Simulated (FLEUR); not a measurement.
# MnHg: cost and accuracy of the smearing, part 3 of 4

Wanted: the cheapest choice of the smearing that holds the magnetic results of MnHg.

FLEUR MaX-R8.1; PBEsol; all-electron FLAPW, Dirac cores, scalar-relativistic bands.

So far, largest spin moment in the muffin-tin sphere (μB): step 2 (rung 1 (width 0.5 eV), start ferro +) 3.38; step 4 (rung 2 (width 0.25 eV), start ferro +) 3.82; step 5 (rung 2 (width 0.25 eV), start antiferro q=(0,1/2,1/2) +-) 3.83; step 6 (rung 3 (width 0.12 eV), start ferro +) 3.90; step 7 (rung 3 (width 0.12 eV), start antiferro q=(0,1/2,1/2) +-) 3.91.

**8. Rung 4 (width 0.05 eV), start ferro +**

The k list default-1 (kpts.xml, not shown) is a Γ-centred 8×8×8 mesh.

inp.xml reads:

```
<?xml version="1.0" encoding="UTF-8" standalone="no"?>
<fleurInput fleurInputVersion="0.39">
   <comment>
      MnHg
   </comment>
   <calculationSetup>
      <cutoffs Kmax="3.6" Gmax="10.8" GmaxXC="10.8" numbands="0"/>
      <scfLoop itmax="90" minDistance="0.00002" maxIterBroyd="15" imix="Anderson" alpha="0.05" precondParam="0.0" spinf="2.0" sdNocoIR="T"/>
      <coreElectrons ctail="T" frcor="F" kcrel="0" coretail_lmax="0"/>
      <xcFunctional name="PBEs" relativisticCorrections="F"/>
      <magnetism jspins="2"/>
      <soc l_soc="F" theta="0.0" phi="0.0" spav="F"/>
      <expertModes spex="0" secvar="F"/>
      <geometryOptimization l_f="F" forcealpha="1.0" forcemix="BFGS" epsdisp="0.00001" epsforce="0.00001"/>
      <ldaU l_linMix="F" mixParam="0.05" spinf="1.0"/>
   </calculationSetup>
   <cell>
      <bzIntegration valenceElectrons="33.0" mode="hist" fermiSmearingEnergy="0.00183747">
         <kPointListSelection listName="default-1"/>
         <xi:include xmlns:xi="http://www.w3.org/2001/XInclude" href="kpts.xml"> </xi:include>
      </bzIntegration>
      <xi:include xmlns:xi="http://www.w3.org/2001/XInclude" href="sym.xml"> </xi:include>
      <bulkLattice scale="1.0">
         <bravaisMatrix>
            <row-1>    6.2644421030489994     0.0000000000000000     0.0000000000000000</row-1>
            <row-2>    0.0000000000000000     6.2644421030489994     0.0000000000000000</row-2>
            <row-3>    0.0000000000000000     0.0000000000000000     6.2644421030489994</row-3>
         </bravaisMatrix>
      </bulkLattice>
   </cell>
   <atomSpecies>
      <species name="Manganese 3.501" element="Mn" atomicNumber="25">
         <mtSphere radius="2.64" gridPoints="873" logIncrement="0.014"/>
         <atomicCutoffs lmax="10" lnonsphr="8"/>
         <electronConfig flipSpins="F">
            <coreConfig>(1s1/2) (2s1/2) (2p1/2) (2p3/2)</coreConfig>
            <valenceConfig>(3s1/2) (3p1/2) (3p3/2) (4s1/2) (3d3/2) (3d5/2)</valenceConfig>
            <stateOccupation state="(3d3/2)" spinUp="1.2505" spinDown="0.7495"/>
            <stateOccupation state="(3d5/2)" spinUp="3.0" spinDown="0.0"/>
         </electronConfig>
         <energyParameters s="4" p="4" d="3" f="4"/>
         <lo type="SCLO" l="0" n="3" eDeriv="0"/>
         <lo type="SCLO" l="1" n="3" eDeriv="0"/>
      </species>
      <species name="Mercury (Hg)" element="Hg" atomicNumber="80">
         <mtSphere radius="2.64" gridPoints="873" logIncrement="0.015"/>
         <atomicCutoffs lmax="10" lnonsphr="8"/>
         <electronConfig flipSpins="F">
            <coreConfig>(1s1/2) (2s1/2) (2p1/2) (2p3/2) (3s1/2) (3p1/2) (3p3/2) (4s1/2) (3d3/2) (3d5/2) (4p1/2) (4p3/2) (5s1/2) (4d3/2) (4d5/2) (4f5/2) (4f7/2)</coreConfig>
            <valenceConfig>(5p1/2) (5p3/2) (6s1/2) (5d3/2) (5d5/2)</valenceConfig>
         </electronConfig>
         <energyParameters s="6" p="6" d="5" f="5"/>
         <lo type="SCLO" l="1" n="5" eDeriv="0"/>
      </species>
   </atomSpecies>
   <atomGroups>
      <atomGroup species="Manganese 3.501">
         <relPos label="                   1">1.000/2.000 1.000/2.000 1.000/2.000</relPos>
         <force calculate="T" relaxXYZ="TTT"/>
      </atomGroup>
      <atomGroup species="Mercury (Hg)">
         <relPos label="                   2">.0000000000 .0000000000 .0000000000</relPos>
         <force calculate="T" relaxXYZ="TTT"/>
      </atomGroup>
   </atomGroups>
   <output dos="F" band="F" slice="F">
      <bandDOS minEnergy="-.5*Htr" maxEnergy="0.5*Htr" sigma="0.015" storeEVData="T"/>
      <plotting iplot="0" polar="F">
         <plot TwoD="T" vec1="  1.0  0.0  0.0" vec2="  0.0  1.0  0.0" vec3="  0.0  0.0  1.0" zero="  0.0  0.0  0.0" file="plot"/>
      </plotting>
      <moessbauerParams electricFieldGradient="F" isomerShift="F" coreHyperfine="F" valenceHyperfine="F"/>
   </output>
</fleurInput>
```

crystal.txt reads:

```
MnHg
&input film=F cartesian=F /
3.31500000000  0.00000000000  0.00000000000
0.00000000000  3.31500000000  0.00000000000
0.00000000000  0.00000000000  3.31500000000
1.8897261246
1.0 1.0 1.0

2
25 0.50000000000  0.50000000000  0.50000000000 : 3.501
80 0.00000000000  0.00000000000  0.00000000000

&kpt div1=8 div2=8 div3=8 gamma=T /
```

Launch:

```sh
$ OMP_NUM_THREADS=1 inpgen -f crystal.txt > inpgen.log  # inp.xml is then edited as shown
$ OMP_NUM_THREADS=1 mpirun -n 4 fleur_MPI > fleur.log
```

The program printed:

```text
[banner, memory and clock lines left out]
Welcome to FLEUR        (www.flapw.de)
      MaX-Release 8.1          (www.max-centre.eu)

 ========== k-point set info ==========
 Selected k-point list: default-1
 k-point list type: mesh
 0 x 0 x 0
 Number of k points: 36

 [... set-up left out ...]
 Iteration:     1   Distance:      17.63685063 me/bohr^3
 Iteration:     2   Distance:      13.56420226 me/bohr^3
 Iteration:     3   Distance:       8.14632556 me/bohr^3
 Iteration:     4   Distance:       5.28675849 me/bohr^3
 Iteration:     5   Distance:       4.51688906 me/bohr^3
[...]
<sumOfEigenvalues value="   -12781.5050894682">
               <coreElectrons value="-12757.6009304668"/>
               <valenceElectrons value="-23.9041590014"/>
            </sumOfEigenvalues>
         [... left out ...]
            <freeEnergy value="-20813.9582026318"/>
            <extrapolationTo0K value="-20813.9579576434"/>
         </totalEnergy>
         <densityConvergence units="me/bohr^3">
            <chargeDensity spin="1" distance="0.0000025629"/>
            <chargeDensity spin="2" distance="0.0000034331"/>
            <overallChargeDensity distance="0.0000043217"/>
            <spinDensity distance="0.0000042464"/>
         </densityConvergence>
      </iteration>
```

Elapsed: 28 s, on 4 MPI ranks of Arm Neoverse N1, shared host; peak memory 0.23 GiB.

Numbers from this step:

| Item | Value |
| --- | --- |
| free energy | -566376.6560 eV |
| program's band gap on this mesh (in a metal only a level spacing) | 0.03609 eV |
| magnetization | 3.908 μB |
| final state | ferromagnetic |
| largest moment | 3.926 μB |

The largest moment moves by +0.03 μB from rung 3, at 0.99 times its CPU time.

**9. Rung 4 (width 0.05 eV), start antiferro q=(0,1/2,1/2) +-**

The k list default-1 (kpts.xml, not shown) is a Γ-centred 8×4×8 mesh.

inp.xml: that of step 8 with these lines changed.

```diff
@@ -17,3 +17,3 @@
    <cell>
-      <bzIntegration valenceElectrons="33.0" mode="hist" fermiSmearingEnergy="0.00183747">
+      <bzIntegration valenceElectrons="66.0" mode="hist" fermiSmearingEnergy="0.00183747">
          <kPointListSelection listName="default-1"/>
@@ -25,4 +25,4 @@
             <row-1>    6.2644421030489994     0.0000000000000000     0.0000000000000000</row-1>
-            <row-2>    0.0000000000000000     6.2644421030489994     0.0000000000000000</row-2>
-            <row-3>    0.0000000000000000     0.0000000000000000     6.2644421030489994</row-3>
+            <row-2>    0.0000000000000000    12.5288842060979988     0.0000000000000000</row-2>
+            <row-3>    0.0000000000000000     6.2644421030489994     6.2644421030489994</row-3>
          </bravaisMatrix>
@@ -39,2 +39,15 @@
             <stateOccupation state="(3d5/2)" spinUp="3.0" spinDown="0.0"/>
+         </electronConfig>
+         <energyParameters s="4" p="4" d="3" f="4"/>
+         <lo type="SCLO" l="0" n="3" eDeriv="0"/>
+         <lo type="SCLO" l="1" n="3" eDeriv="0"/>
+      </species>
+      <species name="Manganese -3.501" element="Mn" atomicNumber="25">
+         <mtSphere radius="2.64" gridPoints="873" logIncrement="0.014"/>
+         <atomicCutoffs lmax="10" lnonsphr="8"/>
+         <electronConfig flipSpins="F">
+            <coreConfig>(1s1/2) (2s1/2) (2p1/2) (2p3/2)</coreConfig>
+            <valenceConfig>(3s1/2) (3p1/2) (3p3/2) (4s1/2) (3d3/2) (3d5/2)</valenceConfig>
+            <stateOccupation state="(3d3/2)" spinUp="0.7495" spinDown="1.2505"/>
+            <stateOccupation state="(3d5/2)" spinUp="0.0" spinDown="3.0"/>
          </electronConfig>
@@ -57,3 +70,7 @@
       <atomGroup species="Manganese 3.501">
-         <relPos label="                   1">1.000/2.000 1.000/2.000 1.000/2.000</relPos>
+         <relPos label="                   1">1.000/2.000 .0000000000 1.000/2.000</relPos>
+         <force calculate="T" relaxXYZ="TTT"/>
+      </atomGroup>
+      <atomGroup species="Manganese -3.501">
+         <relPos label="                   2">1.000/2.000 1.000/2.000 1.000/2.000</relPos>
          <force calculate="T" relaxXYZ="TTT"/>
@@ -61,3 +78,4 @@
       <atomGroup species="Mercury (Hg)">
-         <relPos label="                   2">.0000000000 .0000000000 .0000000000</relPos>
+         <relPos label="                   3">.0000000000 .0000000000 .0000000000</relPos>
+         <relPos label="                   4">.0000000000 1.000/2.000 .0000000000</relPos>
          <force calculate="T" relaxXYZ="TTT"/>
```

crystal.txt reads:

```
MnHg
&input film=F cartesian=F /
3.31500000000  0.00000000000  0.00000000000
0.00000000000  6.63000000000  0.00000000000
0.00000000000  3.31500000000  3.31500000000
1.8897261246
1.0 1.0 1.0

4
25 0.50000000000  0.00000000000  0.50000000000 : 3.501
25 0.50000000000  0.50000000000  0.50000000000 : -3.501
80 0.00000000000  0.00000000000  0.00000000000
80 0.00000000000  0.50000000000  0.00000000000

&kpt div1=8 div2=4 div3=8 gamma=T /
```

The program printed:

```text
[banner, memory and clock lines left out]
Welcome to FLEUR        (www.flapw.de)
      MaX-Release 8.1          (www.max-centre.eu)

 ========== k-point set info ==========
 Selected k-point list: default-1
 k-point list type: mesh
 0 x 0 x 0
 Number of k points: 68

 [... set-up left out ...]
 Iteration:     1   Distance:      17.33071458 me/bohr^3
 Iteration:     2   Distance:      13.43634335 me/bohr^3
 Iteration:     3   Distance:       8.08171933 me/bohr^3
 Iteration:     4   Distance:       5.28049200 me/bohr^3
 Iteration:     5   Distance:       4.21722936 me/bohr^3
[...]
<sumOfEigenvalues value="   -25562.9503967967">
               <coreElectrons value="-25515.1733299709"/>
               <valenceElectrons value="-47.7770668258"/>
            </sumOfEigenvalues>
         [... left out ...]
            <freeEnergy value="-41627.9115059640"/>
            <extrapolationTo0K value="-41627.9108980437"/>
         </totalEnergy>
         <densityConvergence units="me/bohr^3">
            <chargeDensity spin="1" distance="0.0000043106"/>
            <chargeDensity spin="2" distance="0.0000043234"/>
            <overallChargeDensity distance="0.0000073960"/>
            <spinDensity distance="0.0000044549"/>
         </densityConvergence>
      </iteration>
```

The job ended after 2.8 min (4 MPI ranks; peak memory 0.41 GiB).

Read from the output:

- free energy: -1132753.1786 eV
- program's band gap on this mesh (in a metal only a level spacing): 2.02e-8 eV
- magnetization: 0 μB
- final state: antiferromagnetic
- largest moment: 3.922 μB

This start lies +66.7 meV a seeded atom from the first, a change of +4.3 meV since rung 3; its largest moment is 3.92 μB.

**10. Rung 5 (width 0.02 eV), start ferro +**

The k list default-1 (kpts.xml, not shown) is a Γ-centred 8×8×8 mesh.

inp.xml: that of step 9 with these lines changed.

```diff
@@ -17,3 +17,3 @@
    <cell>
-      <bzIntegration valenceElectrons="66.0" mode="hist" fermiSmearingEnergy="0.00183747">
+      <bzIntegration valenceElectrons="33.0" mode="hist" fermiSmearingEnergy="0.00073499">
          <kPointListSelection listName="default-1"/>
@@ -25,4 +25,4 @@
             <row-1>    6.2644421030489994     0.0000000000000000     0.0000000000000000</row-1>
-            <row-2>    0.0000000000000000    12.5288842060979988     0.0000000000000000</row-2>
-            <row-3>    0.0000000000000000     6.2644421030489994     6.2644421030489994</row-3>
+            <row-2>    0.0000000000000000     6.2644421030489994     0.0000000000000000</row-2>
+            <row-3>    0.0000000000000000     0.0000000000000000     6.2644421030489994</row-3>
          </bravaisMatrix>
@@ -39,15 +39,2 @@
             <stateOccupation state="(3d5/2)" spinUp="3.0" spinDown="0.0"/>
-         </electronConfig>
-         <energyParameters s="4" p="4" d="3" f="4"/>
-         <lo type="SCLO" l="0" n="3" eDeriv="0"/>
-         <lo type="SCLO" l="1" n="3" eDeriv="0"/>
-      </species>
-      <species name="Manganese -3.501" element="Mn" atomicNumber="25">
-         <mtSphere radius="2.64" gridPoints="873" logIncrement="0.014"/>
-         <atomicCutoffs lmax="10" lnonsphr="8"/>
-         <electronConfig flipSpins="F">
-            <coreConfig>(1s1/2) (2s1/2) (2p1/2) (2p3/2)</coreConfig>
-            <valenceConfig>(3s1/2) (3p1/2) (3p3/2) (4s1/2) (3d3/2) (3d5/2)</valenceConfig>
-            <stateOccupation state="(3d3/2)" spinUp="0.7495" spinDown="1.2505"/>
-            <stateOccupation state="(3d5/2)" spinUp="0.0" spinDown="3.0"/>
          </electronConfig>
@@ -70,7 +57,3 @@
       <atomGroup species="Manganese 3.501">
-         <relPos label="                   1">1.000/2.000 .0000000000 1.000/2.000</relPos>
-         <force calculate="T" relaxXYZ="TTT"/>
-      </atomGroup>
-      <atomGroup species="Manganese -3.501">
-         <relPos label="                   2">1.000/2.000 1.000/2.000 1.000/2.000</relPos>
+         <relPos label="                   1">1.000/2.000 1.000/2.000 1.000/2.000</relPos>
          <force calculate="T" relaxXYZ="TTT"/>
@@ -78,4 +61,3 @@
       <atomGroup species="Mercury (Hg)">
-         <relPos label="                   3">.0000000000 .0000000000 .0000000000</relPos>
-         <relPos label="                   4">.0000000000 1.000/2.000 .0000000000</relPos>
+         <relPos label="                   2">.0000000000 .0000000000 .0000000000</relPos>
          <force calculate="T" relaxXYZ="TTT"/>
```

crystal.txt reads:

```
MnHg
&input film=F cartesian=F /
3.31500000000  0.00000000000  0.00000000000
0.00000000000  3.31500000000  0.00000000000
0.00000000000  0.00000000000  3.31500000000
1.8897261246
1.0 1.0 1.0

2
25 0.50000000000  0.50000000000  0.50000000000 : 3.501
80 0.00000000000  0.00000000000  0.00000000000

&kpt div1=8 div2=8 div3=8 gamma=T /
```

The program printed:

```text
[banner, memory and clock lines left out]
Welcome to FLEUR        (www.flapw.de)
      MaX-Release 8.1          (www.max-centre.eu)

 ========== k-point set info ==========
 Selected k-point list: default-1
 k-point list type: mesh
 0 x 0 x 0
 Number of k points: 36

 [... set-up left out ...]
 Iteration:     1   Distance:      17.61262777 me/bohr^3
 Iteration:     2   Distance:      13.60041519 me/bohr^3
 Iteration:     3   Distance:       8.07606990 me/bohr^3
 Iteration:     4   Distance:       6.04781806 me/bohr^3
 Iteration:     5   Distance:       4.14919519 me/bohr^3
[...]
<sumOfEigenvalues value="   -12781.5011084063">
               <coreElectrons value="-12757.5946688619"/>
               <valenceElectrons value="-23.9064395445"/>
            </sumOfEigenvalues>
         [... left out ...]
            <freeEnergy value="-20813.9580099859"/>
            <extrapolationTo0K value="-20813.9579693036"/>
         </totalEnergy>
         <densityConvergence units="me/bohr^3">
            <chargeDensity spin="1" distance="0.0000078458"/>
            <chargeDensity spin="2" distance="0.0000126974"/>
            <overallChargeDensity distance="0.0000102872"/>
            <spinDensity distance="0.0000184319"/>
         </densityConvergence>
      </iteration>
```

Elapsed: 27 s, on 4 MPI ranks; peak memory 0.23 GiB; 1.8 min of CPU time.

This step gave:

- free energy: -566376.6507 eV
- program's band gap on this mesh (in a metal only a level spacing): 0.03933 eV
- magnetization: 3.91 μB
- final state: ferromagnetic
- largest moment: 3.932 μB

The largest moment moves by +0.01 μB from rung 4, at 0.95 times its CPU time.

(Part 3 of 4 ends here.)

[Logs and program files are shortened in this print: banners, set-up blocks, solver, clock and traceback lines can be left out without a mark of their own.]

[Logs are printed without paths, hosts, clocks, repeated set-up lines and the standing remarks that a program may print on its own settings, such as how far it seeks lower states.]

[Hosts, paths, dates, database ids (printed as entryN), source tags and the programs' standing remarks are cut or masked in the printed files.]

[Where a cell is said to come from a database of computed structures, the database is the Materials Project.]
